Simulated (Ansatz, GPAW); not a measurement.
# Work function of a 7-layer slab of Mo(110) at several levels, part 3 of 3

Aim: the work function of both faces of a 7-layer slab of Mo(110), and its spread over functionals and bases.

GPAW 26.7.0 and Ansatz 0.2.0; Ansatz plane waves; slab in vacuum with a dipole correction, relaxation (the session's first sound run).

So far, upper work function (eV): step 2 (relaxation, PBE) 4.54; step 5 (OptPBE vdW: xc = "optPBE-vdW", GPAW, PAW setups, GPAW) 4.72; step 6 (self-consistent run: xc = "LDA") 4.84; step 7 (self-consistent run: xc = "vdW-DF2", GPAW, PAW setups, GPAW) 4.82; step 8 (self-consistent run: xc = "revPBE") 4.41.

### 12. A second plane-wave code

A second program with its own datasets checks the number independently.

This step: Ansatz plane waves; slab in vacuum with a dipole correction (Ansatz 0.2.0).

File input.yaml:

```yaml
crystal:
  lattice:
    - [2.2273863607, -1.575, 0.0]
    - [2.2273863607, 1.575, 0.0]
    - [0.0, 0.0, 27.3643181644]
  atoms:
    - { symbol: Mo, position: [0.0, 0.0, 0.2558075797] }
    - { symbol: Mo, position: [0.5, 0.5, 0.3372050531] }
    - { symbol: Mo, position: [0.0, 0.0, 0.4186025266] }
    - { symbol: Mo, position: [0.5, 0.5, 0.5005535381] }
    - { symbol: Mo, position: [0.0, 0.0, 0.5826030845] }
    - { symbol: Mo, position: [0.5, 0.5, 0.6648737246] }
    - { symbol: Mo, position: [0.0, 0.0, 0.7430371877] }
kpoints:
  mp_grid: { grid: [12, 12, 1] }
hamiltonian:
  xc: pbe
scf:
  occupations: { method: fermi_dirac, width: 0.1 }
efield:
  axis: 3
  dipole_correction: true
  ramp_width: 0.05
output:
  forces: true
  write_potential: true
  write_density: true
  volumetric_format: npy
```

Run with:

```console
> ansatz run input.yaml --threads 4 --pin off --max-ram 8192MiB --backend cpu --events-out ev --progress --plain --runs-dir out
```

Numbers of over 12 decimals in the logs are rounded to 6 here.

The log of the run:

```text
[...]
Crystal: 7 atoms, lattice volume = 191.995 Å³
Basis set: ecut = 420 eV, 3809 PW (Γ), exchange–correlation on 40×40×384 points (8 copies of the dense FFT grid, shifted against one another)
Bands: 59, of which v1, the nominal top of the filled ones, is band 49 counted from 1 (48 counted from 0)
Symmetry: 4 space group operations
[...]
k-points: 43 of 144
[...]
SCF iter   1: F=—  HF=-34689.780421 eV  |F-HF|=—  |Δ(HF+E_count)|=         —  Δρ=4.19e-3  dr2=2.85e-1  ethr=1.77e-3  p=0.005 e·Å  D=4.88e-3 V/Å  ΔV_dip=-0.13 eV  dr2_dipole=2.29e-3  V_vac-E_F(+/−)=4.74/4.87 eV  ⟨swp⟩=8.3  Hψ=25195  notcnv=0  defer=32
[...]
SCF iter   8: F=-34689.773118 eV  HF=-34689.773118 eV  |F-HF|=3.78e-9  |Δ(HF+E_count)|=   3.39e-8  Δρ=1.80e-6  dr2=1.30e-8  ethr=1.02e-10  p=0.004 e·Å  D=3.73e-3 V/Å  ΔV_dip=-0.10 eV  dr2_dipole=1.57e-10  V_vac-E_F(+/−)=4.54/4.65 eV  ⟨swp⟩=17.8  Hψ=23116  notcnv=0
SCF 1 converged in 8 iterations: F = -34689.773118 eV  dr2 = 1.30e-8
[...]
SCF converged after 8 iterations
Free energy (F): -34689.773118 eV
[...]
Internal energy: -34689.610431 eV  (E = F + TS)
E sigma→0 (E₀):  -34689.691774 eV
Entropy (-TS):   -0.162686 eV (-23.241 meV/atom)
Fermi energy:    10.124200 eV
Dipole field:    D = 0.003751 V/Å  (p = 0.003980 e·Å, saw-weighted, corrected)
Work function:   Φ+ = 4.5436 eV   Φ− = 4.6463 eV
[...]
--- Forces (eV/Å), atoms counted from 1 ---
  atom   1  Mo     0.00000000     0.00000000     0.54713098
  atom   2  Mo     0.00000000     0.00000000    -0.65435827
  atom   3  Mo     0.00000000     0.00000000     0.10754757
  atom   4  Mo     0.00000000     0.00000000     0.00204155
  atom   5  Mo     0.00000000     0.00000000    -0.00780902
  atom   6  Mo     0.00000000     0.00000000    -0.00468524
  atom   7  Mo     0.00000000     0.00000000     0.01012914
  max |Σ_I F_I| component: 3.29e-6 eV/Å
--- Band table (eV; the first three rows and the last of 43) ---
  k-point 0: bands = [... 45 lower, 8.8337, 8.9710, 9.0386, 9.4063, 9.9457, 10.2538, 10.8702, 11.2516, ... 16 higher]
  k-point 1: bands = [... 45 lower, 8.7162, 8.9643, 9.1498, 9.5677, 9.6630, 10.3694, 10.5077, 10.7574, ... 16 higher]
  k-point 2: bands = [... 45 lower, 8.5749, 8.8310, 9.3169, 9.4916, 9.7090, 9.8952, 10.2998, 10.9979, ... 16 higher]
  k-point 42: bands = [... 45 lower, 10.5437, 10.5697, 11.0248, 11.1489, 11.2515, 11.3997, 11.6536, 12.4426, ... 16 higher]
```

Wall time 43 s (4 threads of Arm Neoverse N1, shared host); peak memory 0.79 GiB; 2.6 min of CPU time.

Numbers from this step:

```yaml
upper_work_function: 4.544 eV
lower_work_function: 4.646 eV
dipole_along_the_normal: 0.003980 e·Å
dipole_field: 0.003751 V/Å
```

The electrostatic potential energy of an electron (with the applied field's), less the Fermi level, planar mean oscillates, so the rows of the table below give means over windows of 2.28 Å about each position, cut where the curve ends. Its maxima inside the range that stand out by 2 % of the span (Å: eV): 8.1: -2.14, 10.4: -2.42, 12.5: -2.11, 14.8: -2.04, 17.1: -2.11, 19.2: -3.09. Its minima: 7.0: -23.3, 9.3: -23.7, 11.4: -23.5, 13.7: -23.6, 16.0: -23.6, 18.2: -23.7, 20.4: -23.3.

Electrostatic potential energy of an electron (with the applied field's), less the Fermi level, planar mean against z; means over each step:

| z (Å) | electrostatic potential energy of an electron (with the applied field's), less the Fermi level, planar mean (eV) |
| --- | --- |
| 1.14 | 4.64 |
| 3.42 | 4.61 |
| 5.70 | -2.48 |
| 7.98 | -12.9 |
| 10.26 | -13.1 |
| 12.54 | -12.9 |
| 14.82 | -12.8 |
| 17.10 | -12.8 |
| 19.38 | -13.9 |
| 21.66 | -2.22 |
| 23.94 | 4.51 |
| 26.22 | 4.55 |

The valence density, planar mean oscillates, so the rows of the table below give means over windows of 2.28 Å about each position, cut where the curve ends. Its maxima inside the range that stand out by 2 % of the span (Å: e/Å³): 7.0: 1.61, 9.3: 1.60, 11.4: 1.60, 13.7: 1.61, 16.0: 1.61, 18.2: 1.60, 20.4: 1.60. Its minima: 8.1: 0.323, 10.4: 0.325, 12.5: 0.317, 14.8: 0.315, 17.1: 0.313, 19.2: 0.361.

The valence density, planar mean by z; means over each step:

| z (Å) | valence density, planar mean (e/Å³) |
| --- | --- |
| 1.14 | 4.6e-6 |
| 3.42 | 0.00115 |
| 5.70 | 0.326 |
| 7.98 | 0.911 |
| 10.26 | 0.911 |
| 12.54 | 0.901 |
| 14.82 | 0.900 |
| 17.10 | 0.895 |
| 19.38 | 0.972 |
| 21.66 | 0.308 |
| 23.94 | 0.00106 |
| 26.22 | 4.6e-6 |

Force by atom:

```csv
atom,x (eV/Å),y (eV/Å),z (eV/Å),size
Mo1,0.000,0.000,0.547,0.547
Mo2,0.000,0.000,-0.654,0.654
Mo3,0.000,0.000,0.108,0.108
Mo4,0.000,0.000,0.002,0.002
Mo5,0.000,0.000,-0.008,0.008
Mo6,0.000,0.000,-0.005,0.005
Mo7,0.000,0.000,0.010,0.010
```

The upper face's work function is 4.544 eV, against 4.536 eV in the first plane-wave PBE run at this geometry.

### 13. Side by side

Results and costs are gathered.

This step: comparison of work functions, dipole and cost (GPAW 26.7.0).

Ladder, by row:

```csv
step,code,"work function, upper (eV)","work function, lower (eV)",dipole (e Å),wall time (s),peak memory (GiB),threads
pw,GPAW,4.536,4.639,0.003998,1360,0.4,1
RPBE,GPAW,4.387,4.489,0.003973,1308,0.4,1
optPBE-vdW,GPAW,4.718,4.816,0.003808,1476,0.53,1
LDA,GPAW,4.835,4.935,0.003865,1306,0.4,1
vdW-DF2,GPAW,4.822,4.916,0.003613,1443,0.53,1
revPBE,GPAW,4.407,4.51,0.004002,1372,0.4,1
ansatz,Ansatz,4.544,4.646,0.00398,43,0.79,4
```

### 14. Results

| Property | Result |
| --- | --- |
| work function, upper and lower face | 4.536 and 4.639 eV |
| dipole along the normal | 0.00400 e Å |

In words: With plane waves and PBE the work function is 4.54 eV on the upper face and 4.64 eV on the lower. The two faces differ by 0.10 eV, the step that the slab's dipole makes (e p/(ε0 A) gives 0.10 eV), so the dipole layer is needed. The lowest atoms were held at bulk positions, which alone makes the faces unlike. The measured value for this face is 4.95 eV (as compiled in "Anisotropic work function of elemental crystals", 2019, arxiv:1902.07811); the relaxed upper face lies 0.41 eV under it with PBE, and LDA comes nearest (4.84 eV). Measured work functions scatter by a tenth of an eV or more between methods. Over the sound runs of the table the upper face's work function spans 4.387 (RPBE) to 4.835 eV (LDA). The two plane-wave codes differ by 0.0076 eV on the upper face. The in-plane lattice was kept as typed, which isn't the functional's own and leaves some strain; spin-orbit coupling and temperature are left out.

[Logs are printed without paths, hosts, clocks, repeated set-up lines and the standing remarks that a program may print on its own settings, such as how far it seeks lower states.]

[Hosts, paths, dates, database ids (printed as entryN), source tags and the programs' standing remarks are cut or masked in the printed files.]
